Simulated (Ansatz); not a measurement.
# Te on Ta(100): change of the work function, part 4 of 5

Wanted: Δφ(θ) for Te/Ta(100), starting from the hollow site.

Ansatz 0.2.0; plane-wave DFT, RPBE, Ansatz PAW (the session's first sound run).

So far, work function, upper face (eV): step 2 (the clean slab) 3.65; step 3 (46 atoms, coverage 0.111 ML, cell 3x3) 3.69; step 4 (21 atoms, coverage 0.25 ML, cell 2x2) 3.79.

### 5. The covered slab, k-mesh 5×5×1, coverage 0.5 ML

System of this step: Te/Ta(100). The cell holds 22 atoms: 20 Ta and 2 Te. Its edges and angles: a = 6.620 Å, b = 6.620 Å, c = 26.758 Å, α = 90.0°, β = 90.0°, γ = 90.0°. Vacuum lies along c.

Another coverage, to see how the dipoles act on each other as their distance changes.

Contents of input.yaml:

```yaml
crystal:
  lattice:
    - [6.62, 0.0, 0.0]
    - [0.0, 6.62, 0.0]
    - [0.0, 0.0, 26.7582090927]
  atoms:
    - { symbol: Ta, position: [0.0, 0.0, 0.3363453798] }
    - { symbol: Ta, position: [0.25, 0.25, 0.398195558] }
    - { symbol: Ta, position: [0.0, 0.0, 0.4614032485] }
    - { symbol: Ta, position: [0.25, 0.25, 0.5252729706] }
    - { symbol: Ta, position: [0.0, 0.0, 0.5802503262] }
    - { symbol: Ta, position: [0.0, 0.5, 0.3363453798] }
    - { symbol: Ta, position: [0.25, 0.75, 0.398195558] }
    - { symbol: Ta, position: [0.0, 0.5, 0.4614032485] }
    - { symbol: Ta, position: [0.25, 0.75, 0.5252729706] }
    - { symbol: Ta, position: [0.0, 0.5, 0.5802503262] }
    - { symbol: Ta, position: [0.5, 0.0, 0.3363453798] }
    - { symbol: Ta, position: [0.75, 0.25, 0.398195558] }
    - { symbol: Ta, position: [0.5, 0.0, 0.4614032485] }
    - { symbol: Ta, position: [0.75, 0.25, 0.5252729706] }
    - { symbol: Ta, position: [0.5, 0.0, 0.5802503262] }
    - { symbol: Ta, position: [0.5, 0.5, 0.3363453798] }
    - { symbol: Ta, position: [0.75, 0.75, 0.398195558] }
    - { symbol: Ta, position: [0.5, 0.5, 0.4614032485] }
    - { symbol: Ta, position: [0.75, 0.75, 0.5252729706] }
    - { symbol: Ta, position: [0.5, 0.5, 0.5802503262] }
    - { symbol: Te, position: [0.25, 0.25, 0.6636546202] }
    - { symbol: Te, position: [0.75, 0.75, 0.6636546202] }
kpoints:
  mp_grid: { grid: [5, 5, 1] }
hamiltonian:
  xc: rpbe
scf:
  occupations: { method: fermi_dirac, width: 0.1 }
  convergence: { dr2_threshold: 1.0e-08 }
efield:
  axis: 3
  dipole_correction: true
  ramp_position: 0.97
  ramp_width: 0.06
relax:
  f_tol: 0.02
  max_steps: 60
  constraints: [{ sites: [0, 1, 5, 6, 10, 11, 15, 16] }]
output:
  bader: true
  dos: { projected: true, e_range: [-8, 4] }
  write_potential: true
  write_density: true
  volumetric_format: npy
```

The run is started by

```
ansatz run input.yaml --threads 4 --pin off --max-ram 12288MiB --backend cpu --events-out ev --progress --plain --runs-dir out
```

Numbers of over 12 decimals in the logs are rounded to 6 here.

Log:

```text
[...]
Crystal: 22 atoms, lattice volume = 1172.662 Å³
Basis set: ecut = 420 eV, 22841 PW (Γ), exchange–correlation on 90×90×360 points (8 copies of the dense FFT grid, shifted against one another)
Bands: 176, of which v1, the nominal top of the filled ones, is band 146 counted from 1 (145 counted from 0)
Symmetry: 16 space group operations
[...]
2     Ta      0.1389     0.0000
     3     Ta      0.0886     0.0000
     4     Ta      0.2566     0.0001
     5     Ta     -0.1373     0.0000
     6     Ta      0.0595     0.0000
     7     Ta      0.1389     0.0000
[...]
18     Ta      0.0885     0.0000
    19     Ta      0.2566     0.0001
    20     Te     -0.8182     0.0002
    21     Te     -0.8181     0.0002
  estimated error of the sums over rays = 1.1e-3 e
[key lines of the parts left out:]
SCF converged after 9 iterations
Free energy (F): -212866.506047 eV
Fermi energy:    4.032797 eV
Dipole field:    D = -0.001329 V/Å  (p = -0.008615 e·Å, saw-weighted, corrected)
Work function:   Φ+ = 3.8811 eV   Φ− = 3.8455 eV
```

Wall time 4.1 min (4 threads of Arm Neoverse V2, shared host); peak memory 4.4 GiB.

Relaxation path:

| step | energy less that of the first step (eV) | largest force component (eV/Å) |
| --- | --- | --- |
| 1 | 0.0000 | 2.0583 |
| 2 | -0.9088 | 0.9566 |
| 3 | -1.1714 | 0.1787 |
| 4 | -1.1818 | 0.1296 |
| 5 | -1.1986 | 0.0097 |

Forces are held to the 16 operations that the run works with; a distortion that breaks them can't arise in this run.

The atoms that moved most (Å):

| atom | dx | dy | dz | length |
| --- | --- | --- | --- | --- |
| Te21 | 0.000 | 0.000 | -0.458 | 0.458 |
| Te22 | 0.000 | 0.000 | -0.458 | 0.458 |
| Ta4 | 0.000 | 0.000 | -0.050 | 0.050 |
| Ta19 | 0.000 | 0.000 | -0.050 | 0.050 |
| Ta20 | 0.000 | 0.000 | 0.046 | 0.046 |
| Ta5 | 0.000 | 0.000 | 0.046 | 0.046 |
| Ta15 | 0.000 | 0.000 | 0.046 | 0.046 |
| Ta10 | 0.000 | 0.000 | 0.046 | 0.046 |

The relaxed structure:

```
Ta Te
1.0
     6.62000    0.00000    0.00000
     0.00000    6.62000    0.00000
     0.00000    0.00000   26.75821
Ta Te
20 2
Cartesian
  0.0000 0.0000 9.0000
  1.6550 1.6550 10.6550
  0.0000 0.0000 12.3500
  1.6550 1.6550 14.0057
  0.0000 0.0000 15.5722
  0.0000 3.3100 9.0000
  1.6550 4.9650 10.6550
  0.0000 3.3100 12.3500
  1.6550 4.9650 14.0597
  0.0000 3.3100 15.5722
  3.3100 0.0000 9.0000
  4.9650 1.6550 10.6550
  3.3100 0.0000 12.3500
  4.9650 1.6550 14.0597
  3.3100 0.0000 15.5722
  3.3100 3.3100 9.0000
  4.9650 4.9650 10.6550
  3.3100 3.3100 12.3500
  4.9650 4.9650 14.0057
  3.3100 3.3100 15.5722
  1.6550 1.6550 17.3001
  4.9650 4.9650 17.3001
```

The relaxation took 5 steps and lowered the energy by 1.2 eV; the largest force on the free atoms ends at 0.0097 eV/Å.

The covered face has 3.88 eV, +0.23 eV against the clean one; the bare back face has moved by +0.01 eV, a measure of how thin the slab is.

### 6. Adsorbate added, k-mesh 9×9×1, coverage 1 ML

System of this step: Te/Ta(100). The cell holds 6 atoms: 5 Ta and 1 Te. Its edges and angles: a = 3.310 Å, b = 3.310 Å, c = 26.758 Å, α = 90.0°, β = 90.0°, γ = 90.0°. Vacuum lies along c.

Another coverage, to see how the dipoles act on each other as their distance changes.

input.yaml, the sections that differ from step 5:

```yaml
crystal:
  lattice:
    - [3.31, 0.0, 0.0]
    - [0.0, 3.31, 0.0]
    - [0.0, 0.0, 26.7582090927]
  atoms:
    - { symbol: Ta, position: [0.0, 0.0, 0.3363453798] }
    - { symbol: Ta, position: [0.5, 0.5, 0.398195558] }
    - { symbol: Ta, position: [0.0, 0.0, 0.4614032485] }
    - { symbol: Ta, position: [0.5, 0.5, 0.5252729706] }
    - { symbol: Ta, position: [0.0, 0.0, 0.5802503262] }
    - { symbol: Te, position: [0.5, 0.5, 0.6636546202] }
kpoints:
  mp_grid: { grid: [9, 9, 1] }
relax:
  f_tol: 0.02
  max_steps: 60
  constraints: [{ sites: [0, 1] }]
output:
  bader: true
  write_potential: true
  write_density: true
  volumetric_format: npy
# hamiltonian, scf, efield: as in step 5
```

Log:

```text
[...]
Crystal: 6 atoms, lattice volume = 293.166 Å³
Basis set: ecut = 420 eV, 5777 PW (Γ), exchange–correlation on 48×48×360 points (8 copies of the dense FFT grid, shifted against one another)
Bands: 49, of which v1, the nominal top of the filled ones, is band 41 counted from 1 (40 counted from 0)
Symmetry: 8 space group operations
[...]
- { symbol: Ta, position: [6.979634920133096e-18, 0.0, 0.584694] }
    - { symbol: Te, position: [0.5, 0.5, 0.648965] }
--- Bader charges: 6 sites ---
  site symbol  charge [e]  shift [e]
     0     Ta     -0.1395     0.0000
     1     Ta      0.0738     0.0000
     2     Ta      0.1323     0.0000
     3     Ta      0.1372     0.0000
     4     Ta      0.3508     0.0001
     5     Te     -0.5547     0.0001
  estimated error of the sums over rays = 7.2e-4 e
[key lines of the parts left out:]
SCF converged after 8 iterations
Free energy (F): -56711.593775 eV
Fermi energy:    4.774433 eV
Dipole field:    D = -0.004417 V/Å  (p = -0.007156 e·Å, saw-weighted, corrected)
Work function:   Φ+ = 3.9472 eV   Φ− = 3.8290 eV
```

Wall time 34 s (4 threads); peak memory 0.72 GiB; 2.2 min of CPU time.

Step by step:

| step | energy less that of the first step (eV) | largest force component (eV/Å) |
| --- | --- | --- |
| 1 | 0.0000 | 2.2192 |
| 2 | -0.5254 | 0.9428 |
| 3 | -0.5698 | 0.9719 |
| 4 | -0.6195 | 0.1397 |
| 5 | -0.6241 | 0.0169 |

The run keeps the 8 symmetry operations that it works with, so distortions that break them were not tested.

The atoms that moved most (Å):

| atom | dx | dy | dz | length |
| --- | --- | --- | --- | --- |
| Te6 | 0.000 | 0.000 | -0.393 | 0.393 |
| Ta5 | 0.000 | 0.000 | 0.119 | 0.119 |
| Ta4 | 0.000 | 0.000 | -0.028 | 0.028 |
| Ta3 | 0.000 | 0.000 | -0.014 | 0.014 |

Final coordinates:

```xyz
6
Lattice="3.3100 0.0000 0.0000 0.0000 3.3100 0.0000 0.0000 0.0000 26.7582" Properties=species:S:1:pos:R:3
Ta    0.0000    0.0000    9.0000
Ta    1.6550    1.6550   10.6550
Ta    0.0000    0.0000   12.3319
Ta    1.6550    1.6550   14.0275
Ta    0.0000    0.0000   15.6454
Te    1.6550    1.6550   17.3652
```

The relaxation took 5 steps and lowered the energy by 0.62 eV; the largest force on the free atoms ends at 0.017 eV/Å.

The covered face has 3.95 eV, +0.30 eV against the clean one; the bare back face has moved by -0.01 eV, a measure of how thin the slab is.

### 7. Work function against coverage

This step: plane-wave DFT, RPBE, Ansatz PAW; work function against coverage (Ansatz 0.2.0).

The runs are now put side by side.

This step gave:

```
work function of the clean face     : 3.649 eV
largest change of the work function : 0.2987 eV
```

The work function of the covered face by coverage:

| coverage (adsorbates/nm²) | work function of the covered face (eV) |
| --- | --- |
| 0.00 | 3.65 |
| 1.01 | 3.69 |
| 2.28 | 3.79 |
| 4.56 | 3.88 |
| 9.13 | 3.95 |

The dipole per adsorbate comes from the change of the cell's dipole. Coverage, by row:

| coverage (1/nm²) | coverage (ML) | work function (eV) | change (eV) | dipole per adsorbate, positive end outwards (debye) | mean height of the added atoms over the highest substrate atom (Å) |
| --- | --- | --- | --- | --- | --- |
| 1.014 | 0.1111 | 3.686 | 0.03712 | -0.103 | 1.642 |
| 2.282 | 0.25 | 3.793 | 0.1443 | -0.167 | 1.632 |
| 4.564 | 0.5 | 3.881 | 0.2326 | -0.131 | 1.728 |
| 9.127 | 1 | 3.947 | 0.2987 | -0.089 | 1.72 |

### 8. The 0.25 ML cell at another level of theory, cutoff 420 eV, functional PBE

This step: plane-wave DFT, PBE, Ansatz PAW (Ansatz 0.2.0).

System of this step: Te/Ta(100). The cell holds 21 atoms: 20 Ta and 1 Te. Its edges and angles: a = 6.620 Å, b = 6.620 Å, c = 26.758 Å, α = 90.0°, β = 90.0°, γ = 90.0°. Vacuum lies along c.

The geometry is kept and the functional is PBE.

Contents of input.yaml:

```yaml
crystal:
  lattice:
    - [6.62, 0.0, 0.0]
    - [0.0, 6.62, 0.0]
    - [0.0, 0.0, 26.7582090927]
  atoms:
    - { symbol: Ta, position: [0.0, 0.0, 0.3363453798] }
    - { symbol: Ta, position: [0.25, 0.25, 0.398195558] }
    - { symbol: Ta, position: [0.0025888166, 0.0025888166, 0.4613834973] }
    - { symbol: Ta, position: [0.25, 0.25, 0.5262959495] }
    - { symbol: Ta, position: [-0.0122060572, -0.0122060572, 0.5817877358] }
    - { symbol: Ta, position: [0.0, 0.5, 0.3363453798] }
    - { symbol: Ta, position: [0.25, 0.75, 0.398195558] }
    - { symbol: Ta, position: [0.0025888166, 0.4974111834, 0.4613834973] }
    - { symbol: Ta, position: [0.25, 0.75, 0.5257809788] }
    - { symbol: Ta, position: [-0.0122060572, 0.5122060572, 0.5817877358] }
    - { symbol: Ta, position: [0.5, 0.0, 0.3363453798] }
    - { symbol: Ta, position: [0.75, 0.25, 0.398195558] }
    - { symbol: Ta, position: [0.4974111834, 0.0025888166, 0.4613834973] }
    - { symbol: Ta, position: [0.75, 0.25, 0.5257809788] }
    - { symbol: Ta, position: [0.5122060572, -0.0122060572, 0.5817877358] }
    - { symbol: Ta, position: [0.5, 0.5, 0.3363453798] }
    - { symbol: Ta, position: [0.75, 0.75, 0.398195558] }
    - { symbol: Ta, position: [0.4974111834, 0.4974111834, 0.4613834973] }
    - { symbol: Ta, position: [0.75, 0.75, 0.5214590566] }
    - { symbol: Ta, position: [0.5122060572, 0.5122060572, 0.5817877358] }
    - { symbol: Te, position: [0.25, 0.25, 0.6427811037] }
kpoints:
  mp_grid: { grid: [5, 5, 1] }
hamiltonian:
  xc: pbe
scf:
  occupations: { method: fermi_dirac, width: 0.1 }
  convergence: { dr2_threshold: 1.0e-08 }
efield:
  axis: 3
  dipole_correction: true
  ramp_position: 0.97
  ramp_width: 0.06
output:
  write_potential: true
  write_density: true
  volumetric_format: npy
```

Log:

```text
[...]
Crystal: 21 atoms, lattice volume = 1172.662 Å³
Basis set: ecut = 420 eV, 22841 PW (Γ)
Bands: 166, of which v1, the nominal top of the filled ones, is band 138 counted from 1 (137 counted from 0)
Symmetry: 8 space group operations
[...]
k-points: 6 of 25
[...]
SCF iter   1: F=—  HF=-205614.357277 eV  |F-HF|=—  |Δ(HF+E_count)|=         —  Δρ=6.73e-3  dr2=6.66e0  ethr=1.77e-3  p=-0.016 e·Å  D=-2.50e-3 V/Å  ΔV_dip=0.07 eV  dr2_dipole=2.00e-1  V_vac-E_F(+/−)=4.10/4.03 eV  ⟨swp⟩=11.8  Hψ=5106  notcnv=0
[...]
SCF iter  10: F=-205614.081364 eV  HF=-205614.081364 eV  |F-HF|=2.56e-9  |Δ(HF+E_count)|=   2.09e-8  Δρ=3.52e-7  dr2=2.21e-9  ethr=3.62e-12  p=0.011 e·Å  D=1.77e-3 V/Å  ΔV_dip=-0.05 eV  dr2_dipole=4.92e-11  V_vac-E_F(+/−)=3.92/3.97 eV  ⟨swp⟩=17.7  Hψ=3159  notcnv=0
SCF 1 converged in 10 iterations: F = -205614.081364 eV  dr2 = 2.21e-9
[...]
SCF converged after 10 iterations
Free energy (F): -205614.081364 eV
[...]
Internal energy: -205613.407678 eV  (E = F + TS)
E sigma→0 (E₀):  -205613.744521 eV
Entropy (-TS):   -0.673686 eV (-32.080 meV/atom)
Fermi energy:    3.599261 eV
Dipole field:    D = 0.001773 V/Å  (p = 0.011487 e·Å, saw-weighted, corrected)
Work function:   Φ+ = 3.9197 eV   Φ− = 3.9671 eV
[...]
--- Band table (eV; the first three rows and the last of 6) ---
  k-point 0: bands = [... 134 lower, 3.7082, 3.7082, 3.7969, 3.9413, 4.0426, 4.0457, 4.0457, 4.1923, ... 24 higher]
  k-point 1: bands = [... 134 lower, 3.5543, 3.5749, 3.6982, 3.7710, 3.8445, 3.8457, 3.9135, 4.0366, ... 24 higher]
  k-point 2: bands = [... 134 lower, 3.2785, 3.4047, 3.4598, 3.5280, 3.6876, 3.7113, 3.7836, 3.8541, ... 24 higher]
  k-point 5: bands = [... 134 lower, 2.8061, 2.8184, 2.8535, 2.9494, 3.0965, 3.3051, 3.8150, 3.9242, ... 24 higher]
```

The job ended after 49 s (4 threads; peak memory 3.9 GiB).

Numbers from this step:

```yaml
energy_at_zero_smearing: -205613.7445 eV
work_function_upper_face: 3.920 eV
work_function_lower_face: 3.967 eV
dipole_along_the_normal: 0.01149 e·Å
step_between_the_vacuum_levels: -0.04742 eV
```

The work function comes to 3.92 eV, +0.13 eV from the first level.

### 9. The 0.25 ML cell at another level of theory, cutoff 1120 eV, functional PBE

This step: plane-wave DFT, PBE, norm-conserving (Ansatz 0.2.0).

The geometry is kept and the functional is PBE; other changes against the main runs: norm-conserving files and cutoff 420 → 1120.

input.yaml, as its differences from that of step 8:

```diff
@@ -31,2 +31,3 @@
   xc: pbe
+  pseudopotentials: { kind: nc }
 scf:
```

Log:

```text
[...]
Crystal: 21 atoms, lattice volume = 1172.662 Å³
Basis set: ecut = 1120 eV, 99795 PW (Γ)
Bands: 334, of which v1, the nominal top of the filled ones, is band 278 counted from 1 (277 counted from 0)
Symmetry: 8 space group operations
[...]
k-points: 6 of 25
[...]
SCF iter   1: F=—  HF=-164312.329664 eV  |F-HF|=—  |Δ(HF+E_count)|=         —  Δρ=4.24e-2  dr2=2.51e2  ethr=3.10e-3  p=-0.000 e·Å  D=-1.02e-8 V/Å  ΔV_dip=0.00 eV  dr2_dipole=3.29e0  V_vac-E_F(+/−)=7.20/7.20 eV  ⟨swp⟩=8.3  Hψ=9528  notcnv=0  defer=30
[...]
SCF iter  15: F=-164291.758625 eV  HF=-164291.758625 eV  |F-HF|=3.61e-9  |Δ(HF+E_count)|=   2.94e-9  Δρ=2.70e-7  dr2=1.15e-9  ethr=1.80e-12  p=0.009 e·Å  D=1.46e-3 V/Å  ΔV_dip=-0.04 eV  dr2_dipole=1.28e-11  V_vac-E_F(+/−)=3.92/3.96 eV  ⟨swp⟩=18.0  Hψ=11677  notcnv=0
SCF 1 converged in 15 iterations: F = -164291.758625 eV  dr2 = 1.15e-9
[...]
SCF converged after 15 iterations
the last check of whether an eigenvalue changes by more than its tolerance under the output density was not made (no_room)
Free energy (F): -164291.758625 eV
[...]
Internal energy: -164291.085076 eV  (E = F + TS)
E sigma→0 (E₀):  -164291.421851 eV
Entropy (-TS):   -0.673549 eV (-32.074 meV/atom)
Fermi energy:    6.093866 eV
Dipole field:    D = 0.001463 V/Å  (p = 0.009480 e·Å, saw-weighted, corrected)
Work function:   Φ+ = 3.9191 eV   Φ− = 3.9583 eV
[...]
--- Band table (eV; the first three rows and the last of 6) ---
  k-point 0: bands = [... 274 lower, 6.2075, 6.2075, 6.2953, 6.4397, 6.5360, 6.5360, 6.5416, 6.6841, ... 52 higher]
  k-point 1: bands = [... 274 lower, 6.0516, 6.0681, 6.1933, 6.2612, 6.3357, 6.3420, 6.4098, 6.5355, ... 52 higher]
  k-point 2: bands = [... 274 lower, 5.7689, 5.9013, 5.9562, 6.0181, 6.1801, 6.2132, 6.2764, 6.3488, ... 52 higher]
  k-point 5: bands = [... 274 lower, 5.2982, 5.3102, 5.3488, 5.4461, 5.5904, 5.7970, 6.3073, 6.4194, ... 52 higher]
```

Wall time 12 min (4 threads); peak memory 9.8 GiB; 48 min of CPU time.

Numbers from this step:

```
energy at zero smearing        : -164291.4219 eV
work function, upper face      : 3.919 eV
work function, lower face      : 3.958 eV
dipole along the normal        : 0.009480 e·Å
step between the vacuum levels : -0.03914 eV
```

The work function comes to 3.92 eV, +0.13 eV from the first level.

### 10. The 0.25 ML cell at another level of theory, cutoff 500 eV, functional r2SCAN

This step: plane-wave DFT, r2SCAN, Ansatz PAW (Ansatz 0.2.0).

The geometry is kept and the functional is r2SCAN; other changes against the main runs: cutoff 420 → 500.

input.yaml, as its differences from that of step 9:

```diff
@@ -30,4 +30,3 @@
 hamiltonian:
-  xc: pbe
-  pseudopotentials: { kind: nc }
+  xc: r2scan
 scf:
```

Log:

```text
[...]
Crystal: 21 atoms, lattice volume = 1172.662 Å³
Basis set: ecut = 500 eV, 29729 PW (Γ), exchange–correlation on 200×200×800 points (64 copies of the dense FFT grid, shifted against one another)
Bands: 166, of which v1, the nominal top of the filled ones, is band 138 counted from 1 (137 counted from 0)
Symmetry: 8 space group operations
[...]
k-point 0: bands = [... 134 lower, 3.5797, 3.5797, 3.7440, 3.9365, 3.9853, 4.0688, 4.0688, 4.1992, ... 24 higher]
  k-point 1: bands = [... 134 lower, 3.4735, 3.5351, 3.6813, 3.7577, 3.7757, 3.8538, 3.8981, 3.9422, ... 24 higher]
  k-point 2: bands = [... 134 lower, 3.2575, 3.3400, 3.4136, 3.5089, 3.5636, 3.6664, 3.7800, 3.8538, ... 24 higher]
  k-point 5: bands = [... 134 lower, 2.7409, 2.7600, 2.7609, 2.8454, 3.0333, 3.2669, 3.8114, 3.9354, ... 24 higher]
[key lines of the parts left out:]
SCF converged after 11 iterations
Free energy (F): -205869.416610 eV
Fermi energy:    3.555810 eV
Dipole field:    D = 0.002937 V/Å  (p = 0.019031 e·Å, saw-weighted, corrected)
Work function:   Φ+ = 3.9196 eV   Φ− = 3.9982 eV
```

Elapsed: 1.7 min, on 4 threads; peak memory 6.3 GiB.

The work function comes to 3.92 eV, +0.13 eV from the first level.

### 11. The 0.25 ML cell at another level of theory, cutoff 420 eV, functional revpbe

This step: plane-wave DFT, revPBE, Ansatz PAW (Ansatz 0.2.0).

The geometry is kept and the functional is revPBE.

input.yaml, as its differences from that of step 10:

```diff
@@ -30,3 +30,3 @@
 hamiltonian:
-  xc: r2scan
+  xc: revpbe
 scf:
```

Log:

```text
[...]
Crystal: 21 atoms, lattice volume = 1172.662 Å³
Basis set: ecut = 420 eV, 22841 PW (Γ)
Bands: 166, of which v1, the nominal top of the filled ones, is band 138 counted from 1 (137 counted from 0)
Symmetry: 8 space group operations
[...]
k-points: 6 of 25
[...]
k-point 0: bands = [... 134 lower, 3.7944, 3.7944, 3.8935, 4.0477, 4.1338, 4.1522, 4.1522, 4.2951, ... 24 higher]
  k-point 1: bands = [... 134 lower, 3.6488, 3.6730, 3.8022, 3.8762, 3.9383, 3.9512, 4.0123, 4.1252, ... 24 higher]
  k-point 2: bands = [... 134 lower, 3.3832, 3.5025, 3.5579, 3.6308, 3.7882, 3.7956, 3.8853, 3.9585, ... 24 higher]
  k-point 5: bands = [... 134 lower, 2.9079, 2.9207, 2.9497, 3.0431, 3.1959, 3.4066, 3.9156, 4.0268, ... 24 higher]
[key lines of the parts left out:]
SCF converged after 10 iterations
Free energy (F): -205799.785831 eV
Fermi energy:    3.698179 eV
Dipole field:    D = 0.001865 V/Å  (p = 0.012087 e·Å, saw-weighted, corrected)
Work function:   Φ+ = 3.8041 eV   Φ− = 3.8540 eV
```

Run time: 49 s. Hardware: 4 threads; peak memory 3.9 GiB.

The work function comes to 3.80 eV, +0.01 eV from the first level.

### 12. Comparing the runs

Times are for 4 threads of Arm Neoverse V2, shared host. The runs compared:

| no. | functional | work function, upper face (eV) | dipole along the normal (e·Å) | time | memory (GiB) |
| --- | --- | --- | --- | --- | --- |
| 1 | pbe | 3.920 | 0.01149 | 49 s | 3.9 |
| 2 | pbe | 3.919 | 0.009480 | 12 min | 9.8 |
| 3 | r2scan | 3.920 | 0.01903 | 1.7 min | 6.3 |
| 4 | revpbe | 3.804 | 0.01209 | 49 s | 3.9 |

[end of part 4 of 5]

[Logs are printed without paths, hosts, clocks, repeated set-up lines and the standing remarks that a program may print on its own settings, such as how far it seeks lower states.]

[Hosts, paths, dates, database ids (printed as entryN), source tags and the programs' standing remarks are cut or masked in the printed files.]

[Maps of the electrostatic potential energy from Ansatz leave out the sawtooth potential of an applied field or a dipole correction, so their vacuum need not be flat; planar profiles and work functions include it.]
